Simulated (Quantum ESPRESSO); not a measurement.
Two runs for the As K edge of atom 1 in As (Pm-3m). Run A: Quantum ESPRESSO XSpectra, LDA, excited-electron core hole (neutral cell), 8-atom cell with 5.4 Å between holes, 5×5×5 k points, dipole transitions, Lorentzian half width 0.4 eV. Run B differs in one choice.

Energy from the energy zero of the input (xe0, at the border of filled and empty states); intensity scaled to a mean of 1 over the first 20 eV:

| E (eV) | A | B |
| --- | --- | --- |
| -2.0 | 0.09 | 0.11 |
| -1.5 | 0.12 | 0.15 |
| -1.0 | 0.17 | 0.23 |
| -0.5 | 0.31 | 0.40 |
| 0.0 | 0.74 | 1.01 |
| 0.5 | 1.09 | 1.62 |
| 1.0 | 1.01 | 2.00 |
| 1.5 | 1.30 | 2.52 |
| 2.0 | 2.01 | 2.62 |
| 2.5 | 2.21 | 2.45 |
| 3.0 | 1.91 | 2.43 |
| 3.5 | 2.38 | 2.00 |
| 4.0 | 2.61 | 1.41 |
| 4.5 | 1.99 | 1.02 |
| 5.0 | 1.41 | 0.63 |
| 5.5 | 1.22 | 0.41 |
| 6.0 | 1.00 | 0.34 |
| 6.5 | 0.82 | 0.39 |
| 7.0 | 0.54 | 0.41 |
| 7.5 | 0.46 | 0.28 |
| 8.0 | 0.47 | 0.39 |
| 8.5 | 0.50 | 0.52 |
| 9.0 | 0.40 | 0.38 |
| 9.5 | 0.31 | 0.47 |
| 10.0 | 0.43 | 0.69 |
| 10.5 | 0.69 | 0.97 |
| 11.0 | 0.73 | 1.03 |
| 11.5 | 0.82 | 0.69 |
| 12.0 | 1.00 | 0.69 |
| 12.5 | 0.82 | 0.67 |
| 13.0 | 0.78 | 0.62 |
| 13.5 | 0.69 | 0.81 |
| 14.0 | 0.56 | 1.03 |
| 14.5 | 0.72 | 0.65 |
| 15.0 | 1.03 | 0.64 |
| 15.5 | 0.87 | 0.83 |
| 16.0 | 0.81 | 0.95 |
| 16.5 | 0.69 | 1.01 |
| 17.0 | 0.86 | 0.87 |
| 17.5 | 0.88 | 0.86 |
| 18.0 | 0.88 | 0.90 |
| 18.5 | 0.78 | 0.86 |
| 19.0 | 0.73 | 0.89 |
| 19.5 | 0.72 | 1.02 |
| 20.0 | 0.90 | 0.85 |
| 20.5 | 0.87 | 0.86 |
| 21.0 | 1.06 | 0.74 |
| 21.5 | 0.92 | 0.85 |
| 22.0 | 0.87 | 0.88 |
| 22.5 | 0.82 | 0.93 |
| 23.0 | 0.85 | 0.65 |
| 23.5 | 0.78 | 0.72 |
| 24.0 | 0.76 | 1.04 |
| 24.5 | 0.75 | 0.83 |
| 25.0 | 0.81 | 0.76 |
| 25.5 | 0.82 | 0.81 |
| 26.0 | 0.80 | 0.78 |
| 26.5 | 0.79 | 0.72 |
| 27.0 | 0.86 | 0.71 |
| 27.5 | 0.68 | 0.55 |
| 28.0 | 0.76 | 0.61 |
| 28.5 | 0.93 | 0.77 |
| 29.0 | 0.89 | 0.94 |
| 29.5 | 0.79 | 1.19 |
| 30.0 | 0.76 | 1.13 |
| 30.5 | 0.83 | 0.83 |
| 31.0 | 0.77 | 0.85 |
| 31.5 | 0.78 | 0.87 |
| 32.0 | 0.85 | 0.83 |

This is not the structure that As takes at ambient pressure and room temperature (space group No. 166); it is a model or a phase of other conditions.

**Question.** What was changed?
a) the volume of the cell
b) the broadening
c) the radius of the reconstruction
d) the size of the supercell

(d): run B changes the supercell atoms from 8 to 1, and the k mesh follows the cell. Against the first run the r.m.s. difference is 38 %. A shift of -1.0 eV leaves 21 %. Another feature, at 2.2 eV (2.67), becomes the highest below 24 eV; the one at 3.8 eV (2.65) is now at 2.8 eV (2.53). Other settings could leave a like mark; this is the one that was changed.

[Hosts, paths, dates, database ids (printed as entryN), source tags and the programs' standing remarks are cut or masked in the printed files.]

[Lists of maxima count a maximum above −3 eV only where it reaches 4 % of the highest in the window and stands out from its surroundings by 2 % of it (1.5 % where it reaches 55 %); shoulders and weaker maxima are passed over, and of the rest the first, up to two pre-edge ones and the few strongest are named.]
